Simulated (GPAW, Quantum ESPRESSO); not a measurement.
# Y L₃ ELNES/XANES of Y (P6_3/mmc) from DFT, part 5 of 5

Do two independent programs agree on the Y L₃ edge of Y (P6_3/mmc)? The same cell and functional are run with XSpectra and with GPAW.

Quantum ESPRESSO 7.5 and GPAW 26.7.0; core-hole supercells, plane-wave PAW PBE.

So far. Step 8 (Ground state of the crystal (GPAW)): The mesh shows no gap, so the system is treated as a metal and the core electron is put at the Fermi level (neutral cell). Step 9 (Spectrum without a core hole, Y atom 1 (GPAW)): Main maxima below 30 eV (height): 1.8 eV (1.56), 4.8 eV (2.59), 10.6 eV (0.92) and 17.6 eV (0.75). 

**11. Spectrum with XCH, Y atom 1 (GPAW)**

Level of this step: X-ray absorption from dipole matrix elements to empty bands, plane-wave PAW PBE (GPAW).

The holes are 6.8 Å apart. The excited electron is kept in the cell, where it fills the lowest empty states and screens the hole. After the field has converged, empty bands are computed with the density fixed and the dipole matrix elements are summed.

The input, xas.py:

```python
import numpy as np
from ase import Atoms
from ase.parallel import parprint, paropen
from gpaw import GPAW, PW, FermiDirac, Mixer, MixerDif, setup_paths
from gpaw.test import gen
setup_paths.insert(0, '.')
gen('Y', name='fch2p', xcname='PBE', corehole=(2, 1, 1), write_xml=True)
from gpaw.mpi import world
world.barrier()

atoms = Atoms('Y8',
    cell=[[-1.8237, -3.15874106, -5.7306],
     [1.8237, 3.15874106, -5.7306],
     [7.2948, 0, 0]],
    scaled_positions=[[0.45833333, 0.79166667, 0.16666667],
     [0.95833333, 0.29166667, 0.16666667],
     [0.45833333, 0.79166667, 0.66666667],
     [0.95833333, 0.29166667, 0.66666667],
     [0.54166667, 0.20833333, 0.83333333],
     [0.04166667, 0.70833333, 0.83333333],
     [0.54166667, 0.20833333, 0.33333333],
     [0.04166667, 0.70833333, 0.33333333]],
    pbc=True)
atoms.calc = calc = GPAW(legacy_gpaw=True, mode=PW(500, force_complex_dtype=True), xc='PBE', setups={0: 'fch2p'},
    kpts={'size': (3, 3, 3), 'gamma': True}, occupations=FermiDirac(0.1),
    charge=-1, mixer=Mixer(0.1, 5, 50), maxiter=150,
    convergence={'density': 0.0001, 'eigenstates': 1e-6}, txt='scf.txt')
energy = atoms.get_potential_energy() + calc.get_reference_energy()
ef = calc.get_fermi_level()
out = dict(energy=energy, fermi=ef, forces=atoms.get_forces().tolist())
parprint(f'all-electron energy {energy:.4f} eV, Fermi level {ef:.4f} eV')
ev = np.array([[calc.get_eigenvalues(k, s) for k in range(len(calc.get_ibz_k_points()))] for s in range(calc.get_number_of_spins())])
out['homo'], out['lumo'], out['counts'] = ev[ev < ef].max(), ev[ev > ef].min(), sorted(set((ev < ef).sum((0, 2)).tolist()))
out['filled'] = (ev[:, 0] < ef).sum(1).tolist()

from ase.units import Ha
from gpaw.xas import dipole_matrix_elements
nb = int(calc.get_number_of_electrons() / 2) + 200
top, nb = nb, nb + 8 + nb // 12
nscf = calc.fixed_density(kpts={'size': (4, 4, 4), 'gamma': True}, nbands=nb,
    convergence={'bands': top, 'eigenstates': 5e-3}, maxiter=60, txt='nscf.txt')
cell = atoms.cell.array
ops = [cell.T @ U.T @ np.linalg.inv(cell.T) for U in nscf.wfs.kd.symmetry.op_scc]
E = np.arange(-6, 34, 0.1)
fwhm = np.interp(E, [4, 25], [1.5, 3.5])
Y, X, zero, highest = 0, 0, 1e9, 1e9
for spin in range(nscf.get_number_of_spins()):
    wfs = nscf.wfs
    mine = wfs.bd.get_slice()  # this rank's bands
    A = dipole_matrix_elements(wfs.setups[0])
    eps = np.zeros((wfs.kd.nibzkpts, nb))
    d = np.zeros((3, A.shape[1], wfs.kd.nibzkpts, nb), complex)
    for kpt in wfs.kpt_u:
        if kpt.s == spin and 0 in kpt.P_ani:
            eps[kpt.k, mine] = kpt.eps_n * Ha
            d[:, :, kpt.k, mine] = (kpt.weight * wfs.nspins / 2) ** 0.5 * np.inner(A, kpt.P_ani[0])
    world.sum(eps)
    world.sum(d)
    T = np.einsum('amkn,bmkn->abkn', d, d.conj()).real
    T = sum(np.einsum('ai,ijkn,bj->abkn', R, T, R) for R in ops) / len(ops)
    empty = eps > ef
    zero, highest = min(zero, eps[empty].min()), min(highest, eps[:, top - 1].min())
    lines = [(eps, T, empty)] if spin == 0 else lines + [(eps, T, empty)]
for eps, T, empty in lines:
    f = np.einsum('aakn->akn', T).reshape(3, -1)
    x = eps.ravel() - zero
    w = np.interp(x, E, fwhm) / 2.35482
    g = np.exp(-0.5 * ((E[:, None] - x) / w) ** 2) / (w * (2 * np.pi) ** 0.5)
    Y = Y + (f * empty.ravel()) @ g.T
    X = X + (f * ~empty.ravel()) @ g.T
out.update(E=E.round(2).tolist(), xas=Y.tolist(), xes=X.tolist(), zero=zero, valid=highest - zero, nk=len(eps), nb=nb)
for i in range(0, len(E), 10):
    parprint(f'{E[i]:7.2f}', *(f'{v:10.3e}' for v in Y[:, i]))
import json
with paropen('out.json', 'w') as f:
    json.dump(out, f)
```

The run is started by

```bash
OMP_NUM_THREADS=1 mpirun -n 4 gpaw python xas.py
```

Numbers of over 12 decimals in the logs are rounded to 6 here.

Log:

```text
Input parameters:
  charge: -1
  convergence: {density: 0.0001,
                eigenstates: 1e-06}
  kpts: {gamma: True,
         size: (3, 3, 3)}
  maxiter: 150
  mixer: {backend: pulay,
          beta: 0.1,
          method: separate,
          nmaxold: 5,
          weight: 50}
  mode: {ecut: 500.0,
         force_complex_dtype: True,
         name: pw}
  occupations: {fixmagmom: False,
                name: fermi-dirac,
                width: 0.1}
  setups: {0: fch2p}
  xc: PBE

Initialize ...

[... PAW data sets ...]

Reference energy: -734625.004815  # eV

Spin-paired calculation

[... convergence settings ...]
Symmetries present (total): 1
  [... symmetry matrices ...]

27 k-points: 3 x 3 x 3 Monkhorst-Pack grid
14 k-points in the irreducible part of the Brillouin zone
       k-points in crystal coordinates                weights
   0:     0.00000000    0.00000000    0.00000000          1/27
   1:     0.00000000    0.00000000    0.33333333          2/27
   2:     0.00000000    0.33333333   -0.33333333          2/27
   3:     0.00000000    0.33333333    0.00000000          2/27
   4:     0.00000000    0.33333333    0.33333333          2/27
   5:     0.33333333   -0.33333333   -0.33333333          2/27
   6:     0.33333333   -0.33333333    0.00000000          2/27
   7:     0.33333333   -0.33333333    0.33333333          2/27
   8:     0.33333333    0.00000000   -0.33333333          2/27
   9:     0.33333333    0.00000000    0.00000000          2/27
          ...
  13:     0.33333333    0.33333333    0.33333333          2/27

Wave functions: Plane wave expansion
  Cutoff energy: 500.000 eV
  Number of coefficients (min, max): 6689, 6719
  Pulay-stress correction: 0.000000 eV/Ang^3 (de/decut=0.000000)
  Using FFTW library
  Wavefunction extrapolation:
    Improved wavefunction reuse through dual PAW basis

Occupation numbers: Fermi-Dirac:
  width: 0.1000  # eV

Eigensolver
   Davidson(niter=2)

Densities:
  Coarse grid: 36*36*40 grid
  Fine grid: 72*72*80 grid
  Total Charge: 0.000000

Density mixing:
  Method: separate
  Backend: pulay
  Linear mixing parameter: 0.1
  old densities: 5
  Width of damping distribution: 1.1
  Damping of long wavelength oscillations: 50

[... Hamiltonian set-up ...]
Number of atoms: 8
Number of atomic orbitals: 104
Number of bands in calculation: 58
Number of valence electrons: 89
Bands to converge: occupied

... initialized

Initializing position-dependent things.

Density initialized from atomic densities
Creating initial wave functions:
  58 bands from LCAO basis set

                   Y        Y
            Y        Y

              Y        Y
       Y        Y

Atomic positions and initial magnetic moments

Positions:
   0 Y      1.823700    1.052914   -7.163250    ( 0.0000,  0.0000,  0.0000)
   1 Y      0.000000   -2.105827   -7.163250    ( 0.0000,  0.0000,  0.0000)
   2 Y      5.471100    1.052914   -7.163250    ( 0.0000,  0.0000,  0.0000)
   3 Y      3.647400   -2.105827   -7.163250    ( 0.0000,  0.0000,  0.0000)
   4 Y      5.471100   -1.052914   -4.297950    ( 0.0000,  0.0000,  0.0000)
   5 Y      7.294800    2.105827   -4.297950    ( 0.0000,  0.0000,  0.0000)
   6 Y      1.823700   -1.052914   -4.297950    ( 0.0000,  0.0000,  0.0000)
   7 Y      3.647400    2.105827   -4.297950    ( 0.0000,  0.0000,  0.0000)

Unit cell:
           periodic     x           y           z      points  spacing
  1. axis:    yes   -1.823700   -3.158741   -5.730600    36     0.1537
  2. axis:    yes    1.823700    3.158741   -5.730600    36     0.1537
  3. axis:    yes    7.294800    0.000000    0.000000    40     0.1579

  Lengths:   6.792886   6.792886   7.294800
  Angles:   74.426636 105.573364  64.951700

Effective grid spacing dv^(1/3) = 0.1721

iter:   1   -61.417768
iter:   2   -49.274276   -0.60  -0.89
iter:   3   -48.599208   -1.58  -1.34
iter:   4   -48.118351   -1.86  -1.44
iter:   5   -47.853114   -1.58  -1.54
iter:   6   -48.072438   -2.08  -1.87
iter:   7   -47.927421   -2.00  -1.66
iter:   8   -47.908877   -2.96  -2.22
iter:   9   -47.908075c  -3.07  -2.52
iter:  10   -47.907510c  -3.90  -2.73
iter:  11   -47.907532c  -4.32  -2.93
iter:  12   -47.907361c  -4.88  -3.13
iter:  13   -47.907283c  -4.90  -3.27
iter:  14   -47.907294c  -5.55  -3.64
iter:  15   -47.907293c  -6.15c -3.72
iter:  16   -47.907302c  -6.23c -3.81
iter:  17   -47.907318c  -6.67c -4.03c

Converged after 17 iterations.

Dipole moment: (-0.007292, -0.144294, 0.094156) |e|*Ang

Energy contributions relative to reference atoms: (reference = -734625.004815)

Kinetic:         +2.851287
Potential:       -0.897304
External:        +0.000000
XC:             -48.300395
Entropy (-ST):   -0.461893
Local:           -1.329960
SIC:             +0.000000
--------------------------
Free energy:    -48.138265
Extrapolated:   -47.907318

Showing only first 2 kpts
 Kpt  Band  Eigenvalues  Occupancy
  0    42      6.24536    1.24762
  0    43      6.26034    1.17614
  0    44      6.29464    1.00648
  0    45      6.34585    0.75549

  1    42      6.30369    0.96123
  1    43      6.41710    0.45883
  1    44      6.42551    0.42976
[...]
Fermi level: 6.29594

No gap
No difference between direct/indirect transitions

Forces in eV/Ang:
  0 Y    -0.02225    0.01285   -0.00000
  1 Y     0.02920   -0.01685    0.00000
  2 Y    -0.00779    0.05782   -0.00000
  3 Y    -0.05397   -0.02215    0.00000
  4 Y     0.14914   -0.08611    0.31210
  5 Y     0.14914   -0.08611   -0.31210
  6 Y    -0.12198    0.07042    0.00000
  7 Y    -0.12198    0.07042   -0.00000
Scalar-relativistic atomic PBE calculation for Y (Yttrium, Z=39)
Core hole in 2p state (2p occupation: 5.0)
750 radial gridpoints.
|------------------------------------------------|
|------------------------------------------------|
[... the atom generator's iteration count ...]

Energy contributions:
-------------------------
Kinetic:    +3395.106663
XC:          -105.409055
Potential:  -6596.597051
-------------------------
Total:      -3306.899443

state      eigenvalue         ekin         rmax
-----------------------------------------------
1s^2.0 :  -624.964237   787.822176        0.025
2s^2.0 :   -88.207631   160.127938        0.140
2p^5.0 :   -79.302866   154.800139        0.112
3s^2.0 :   -14.861469    41.697367        0.415
3p^6.0 :   -11.865762    38.672036        0.407
3d^10.0:    -6.893863    34.276892        0.348
4s^2.0 :    -2.317272     8.859436        1.091
4p^6.0 :    -1.535347     7.146531        1.185
4d^1.0 :    -0.458758     3.595861        1.521
5s^2.0 :    -0.401212     1.407973        2.957
5p^0.0 :    -0.258444     0.960266        3.552
-----------------------------------------------
(units: Bohr and Hartree)

Generating PAW setup
Kinetic energy of the core from tauc = 3384.474848
Cutoffs:
rc(s)=2.510
rc(p)=2.490
rc(d)=2.430
rc(vbar)=2.450
rc(comp)=2.410
rc(nct)=2.510

Kinetic energy of the core states: 3328.096797
Charge: 1.0
Core electrons: 27.0
Valence electrons: 11.0
Pseudo-core charge: 0.001443
Shape function alpha=1.722
Pseudo-electron charge 6.513155
state    eigenvalue         norm
--------------------------------
4s(2) :    -2.317272     0.579607
5s(2) :    -0.401212     0.964251
4p(6) :    -1.535347     0.449424
5p(0) :    -0.258444     0.959254
4d(1) :    -0.458758     0.727451
*d    :     0.541242
--------------------------------

Diagonalizing with gridspacing h=0.050

state   all-electron     PAW
-------------------------------
4s:      -2.317272    -2.317731
4p:      -1.535347    -1.536016
4d:      -0.458758    -0.459275
*f:                   -0.037818
-------------------------------
all-electron energy -734672.9121 eV, Fermi level 6.2959 eV
[...]
31.00  1.131e-05  1.132e-05  1.054e-05
  32.00  1.122e-05  1.123e-05  1.049e-05
  33.00  1.106e-05  1.107e-05  1.077e-05
```

It took 3.4 min on 4 MPI ranks of Intel Xeon 6975P-C (Granite Rapids), shared host; peak memory 0.76 GiB; 14 min of CPU time.

The Y L₃ spectrum, Y atom 1, excited-electron core hole (neutral cell) (energy from the lowest empty level; intensity scaled to a mean of 1 over the first 20 eV; polarised curves are means over the symmetry-equivalent atoms):

| E (eV) | isotropic | ε ⊥ c | ε ∥ c |
| --- | --- | --- | --- |
| -2.0 | 0.00 | 0.00 | 0.00 |
| -1.5 | 0.02 | 0.02 | 0.02 |
| -1.0 | 0.12 | 0.13 | 0.11 |
| -0.5 | 0.46 | 0.46 | 0.44 |
| 0.0 | 1.10 | 1.08 | 1.14 |
| 0.5 | 1.92 | 1.85 | 2.07 |
| 1.0 | 2.56 | 2.51 | 2.67 |
| 1.5 | 2.63 | 2.68 | 2.53 |
| 2.0 | 2.23 | 2.33 | 2.03 |
| 2.5 | 1.80 | 1.85 | 1.71 |
| 3.0 | 1.75 | 1.73 | 1.78 |
| 3.5 | 2.12 | 2.09 | 2.17 |
| 4.0 | 2.46 | 2.45 | 2.47 |
| 4.5 | 2.26 | 2.26 | 2.25 |
| 5.0 | 1.62 | 1.61 | 1.64 |
| 5.5 | 0.98 | 0.96 | 1.03 |
| 6.0 | 0.61 | 0.59 | 0.65 |
| 6.5 | 0.51 | 0.50 | 0.51 |
| 7.0 | 0.53 | 0.54 | 0.52 |
| 7.5 | 0.59 | 0.59 | 0.58 |
| 8.0 | 0.63 | 0.63 | 0.63 |
| 8.5 | 0.65 | 0.65 | 0.66 |
| 9.0 | 0.68 | 0.68 | 0.67 |
| 9.5 | 0.71 | 0.72 | 0.69 |
| 10.0 | 0.74 | 0.76 | 0.71 |
| 10.5 | 0.75 | 0.77 | 0.72 |
| 11.0 | 0.72 | 0.72 | 0.71 |
| 11.5 | 0.65 | 0.64 | 0.67 |
| 12.0 | 0.57 | 0.55 | 0.61 |
| 12.5 | 0.50 | 0.48 | 0.53 |
| 13.0 | 0.44 | 0.43 | 0.47 |
| 13.5 | 0.42 | 0.42 | 0.43 |
| 14.0 | 0.42 | 0.42 | 0.42 |
| 14.5 | 0.44 | 0.44 | 0.45 |
| 15.0 | 0.49 | 0.48 | 0.49 |
| 15.5 | 0.54 | 0.54 | 0.55 |
| 16.0 | 0.60 | 0.60 | 0.60 |
| 16.5 | 0.65 | 0.65 | 0.63 |
| 17.0 | 0.67 | 0.68 | 0.65 |
| 17.5 | 0.67 | 0.69 | 0.64 |
| 18.0 | 0.66 | 0.68 | 0.63 |
| 18.5 | 0.64 | 0.65 | 0.61 |
| 19.0 | 0.61 | 0.62 | 0.60 |
| 19.5 | 0.59 | 0.59 | 0.60 |
| 20.0 | 0.58 | 0.57 | 0.61 |
| 20.5 | 0.58 | 0.56 | 0.62 |
| 21.0 | 0.58 | 0.56 | 0.62 |
| 21.5 | 0.58 | 0.56 | 0.61 |
| 22.0 | 0.57 | 0.55 | 0.59 |
| 22.5 | 0.55 | 0.54 | 0.55 |
| 23.0 | 0.52 | 0.52 | 0.51 |
| 23.5 | 0.49 | 0.50 | 0.47 |
| 24.0 | 0.47 | 0.48 | 0.44 |
| 24.5 | 0.45 | 0.46 | 0.42 |
| 25.0 | 0.44 | 0.45 | 0.42 |
| 25.5 | 0.44 | 0.45 | 0.42 |
| 26.0 | 0.45 | 0.46 | 0.44 |
| 26.5 | 0.47 | 0.47 | 0.46 |
| 27.0 | 0.48 | 0.48 | 0.49 |
| 27.5 | 0.50 | 0.49 | 0.51 |
| 28.0 | 0.51 | 0.50 | 0.53 |
| 28.5 | 0.52 | 0.51 | 0.54 |
| 29.0 | 0.53 | 0.52 | 0.54 |
| 29.5 | 0.53 | 0.53 | 0.53 |
| 30.0 | 0.53 | 0.53 | 0.52 |
| 30.5 | 0.53 | 0.54 | 0.51 |
| 31.0 | 0.53 | 0.54 | 0.50 |
| 31.5 | 0.53 | 0.54 | 0.50 |
| 32.0 | 0.52 | 0.54 | 0.50 |

Main maxima below 30 eV (height): 1.4 eV (2.68), 4.0 eV (2.46), 10.4 eV (0.75) and 17.2 eV (0.68). 

**12. The two programs side by side**

The line shapes differ (Lorentzian half width 0.75 eV up to 4 eV, rising linearly to 1.75 eV at 25 eV (not a setting of the program: the run's 0.4 eV curve was folded afterwards with a further Lorentzian), against Gaussian full width 1.5 eV up to 4 eV, rising linearly to 3.5 eV at 25 eV), so both get a further Gaussian of 1.5 eV full width before they are compared; the Lorentzian tails remain.

| E (eV) | XSpectra | GPAW |
| --- | --- | --- |
| -2.00 | 0.26 | 0.03 |
| -1.25 | 0.45 | 0.18 |
| -0.50 | 0.83 | 0.66 |
| 0.25 | 1.41 | 1.49 |
| 1.00 | 1.92 | 2.21 |
| 1.75 | 2.06 | 2.29 |
| 2.50 | 1.95 | 2.02 |
| 3.25 | 1.94 | 2.03 |
| 4.00 | 1.97 | 2.15 |
| 4.75 | 1.71 | 1.80 |
| 5.50 | 1.25 | 1.14 |
| 6.25 | 0.92 | 0.69 |
| 7.00 | 0.78 | 0.57 |
| 7.75 | 0.75 | 0.60 |
| 8.50 | 0.74 | 0.65 |
| 9.25 | 0.74 | 0.69 |
| 10.00 | 0.74 | 0.73 |
| 10.75 | 0.72 | 0.71 |
| 11.50 | 0.67 | 0.64 |
| 12.25 | 0.61 | 0.54 |
| 13.00 | 0.55 | 0.46 |
| 13.75 | 0.53 | 0.44 |
| 14.50 | 0.53 | 0.46 |
| 15.25 | 0.56 | 0.52 |
| 16.00 | 0.59 | 0.59 |
| 16.75 | 0.62 | 0.65 |
| 17.50 | 0.63 | 0.66 |
| 18.25 | 0.62 | 0.64 |
| 19.00 | 0.60 | 0.62 |
| 19.75 | 0.58 | 0.59 |
| 20.50 | 0.57 | 0.58 |
| 21.25 | 0.56 | 0.58 |
| 22.00 | 0.54 | 0.56 |
| 22.75 | 0.52 | 0.53 |
| 23.50 | 0.50 | 0.49 |
| 24.25 | 0.48 | 0.46 |
| 25.00 | 0.47 | 0.45 |
| 25.75 | 0.47 | 0.45 |
| 26.50 | 0.47 | 0.47 |
| 27.25 | 0.48 | 0.49 |
| 28.00 | 0.49 | 0.51 |
| 28.75 | 0.50 | 0.52 |
| 29.50 | 0.50 | 0.53 |
| 30.25 | 0.50 | 0.53 |
| 31.00 | 0.50 | 0.53 |
| 31.75 | 0.50 | 0.53 |

|  | XSpectra | GPAW |
| --- | --- | --- |
| k mesh of the spectrum | 4×4×4 | 4×4×4 |
| cutoff (eV) | 558 | 500 |
| highest intensity below 24 eV after the common broadening, eV (height) | 1.6 (2.07) | 1.4 (2.33) |
| core time, hole field and spectrum | 50 min | 14 min |

**13. What the core hole does**

XSpectra's curves. Both curves are counted from their own zero, so only the shift of weight within the empty states shows.

| E (eV) | no hole | XCH |
| --- | --- | --- |
| -2.0 | 0.16 | 0.23 |
| -1.0 | 0.28 | 0.45 |
| 0.0 | 0.64 | 1.16 |
| 1.0 | 1.15 | 2.13 |
| 2.0 | 1.45 | 2.07 |
| 3.0 | 1.42 | 1.81 |
| 4.0 | 1.82 | 2.17 |
| 5.0 | 2.14 | 1.57 |
| 6.0 | 1.43 | 0.91 |
| 7.0 | 1.00 | 0.75 |
| 8.0 | 0.92 | 0.74 |
| 9.0 | 0.86 | 0.74 |
| 10.0 | 0.89 | 0.75 |
| 11.0 | 0.89 | 0.72 |
| 12.0 | 0.77 | 0.63 |
| 13.0 | 0.66 | 0.54 |
| 14.0 | 0.59 | 0.52 |
| 15.0 | 0.60 | 0.54 |
| 16.0 | 0.65 | 0.60 |
| 17.0 | 0.70 | 0.64 |
| 18.0 | 0.70 | 0.62 |
| 19.0 | 0.67 | 0.59 |
| 20.0 | 0.64 | 0.57 |
| 21.0 | 0.63 | 0.56 |
| 22.0 | 0.62 | 0.55 |
| 23.0 | 0.59 | 0.52 |
| 24.0 | 0.54 | 0.48 |
| 25.0 | 0.52 | 0.46 |
| 26.0 | 0.52 | 0.47 |
| 27.0 | 0.52 | 0.48 |
| 28.0 | 0.53 | 0.50 |
| 29.0 | 0.54 | 0.50 |
| 30.0 | 0.54 | 0.50 |
| 31.0 | 0.55 | 0.50 |
| 32.0 | 0.55 | 0.50 |

With each curve scaled to its own mean, the area from −2 to 6 eV with the hole is 11.9 against 9.8, and the centre of weight from −1 to 20 eV moves by -1.1 eV: the hole pulls the absorber's empty states down.

**14. Runs not followed above**

These runs aren't followed: redraws of a spectrum that repeat one shown, runs with a planted fault or a state judged unsound, or a program's part that gave no sound spectrum.

| program | step | status | elapsed |
| --- | --- | --- | --- |
| Quantum ESPRESSO | no core hole, redrawn | converged | 12 s |
| Quantum ESPRESSO | spectrum with XCH, redrawn | converged | 8.8 s |

**15. Results**

| Property | Result |
| --- | --- |
| absorber and edge | Y L₃, atom 1 of the ground-state input (counted from 1) |
| surroundings | 6 Y at 3.56 Å and 6 Y at 3.65 Å (anticuboctahedral, as in hcp, site symmetry -6m2) |
| highest intensity below 24 eV (XSpectra, narrow line) | 1.5 eV above the zero, height 2.25 |

In words: The two programs agree on the overall shape: 13 % r.m.s. remains over the first 14 eV after a relative shift of 0.0 eV; their raw zeros differ by 0 eV. What differs may come from the PAW partial waves, meshes, cutoffs and line shapes. In XSpectra the Y L₃ edge of atom 1, with 6 Y at 3.56 Å and 6 Y at 3.65 Å (anticuboctahedral, as in hcp, site symmetry -6m2), has its highest intensity of the first 24 eV at 1.5 eV above the zero, 2.3 times the mean level of the first 20 eV (Lorentzian half width 0.75 eV up to 4 eV, rising linearly to 1.75 eV at 25 eV (not a setting of the program: the run's 0.4 eV curve was folded afterwards with a further Lorentzian)). In XSpectra: With each curve scaled to its own mean, the area from −2 to 6 eV with the hole is 11.9 against 9.8, and the centre of weight from −1 to 20 eV moves by -1.1 eV: the hole pulls the absorber's empty states down. In GPAW: With each curve scaled to its own mean, the area from −2 to 6 eV with the hole is 12.2 against 10.0, and the centre of weight from −1 to 20 eV moves by -1.2 eV: the hole pulls the absorber's empty states down. 3 further runs of this session are left out of this account as redundant. Only the L₃ part is meant: spin–orbit coupling of the core level isn't computed and the L₂ copy isn't added. The structure is a published determination, not relaxed.

[Banner, clock and machine lines of the logs are left out without a mark of their own.]

[Logs are printed without paths, hosts, clocks, repeated set-up lines and the standing remarks that a program may print on its own settings, such as how far it seeks lower states.]

[Hosts, paths, dates, database ids (printed as entryN), source tags and the programs' standing remarks are cut or masked in the printed files.]

[Lists of maxima count a maximum above −3 eV only where it reaches 4 % of the highest in the window and stands out from its surroundings by 2 % of it (1.5 % where it reaches 55 %); shoulders and weaker maxima are passed over, and of the rest the first, up to two pre-edge ones and the few strongest are named.]
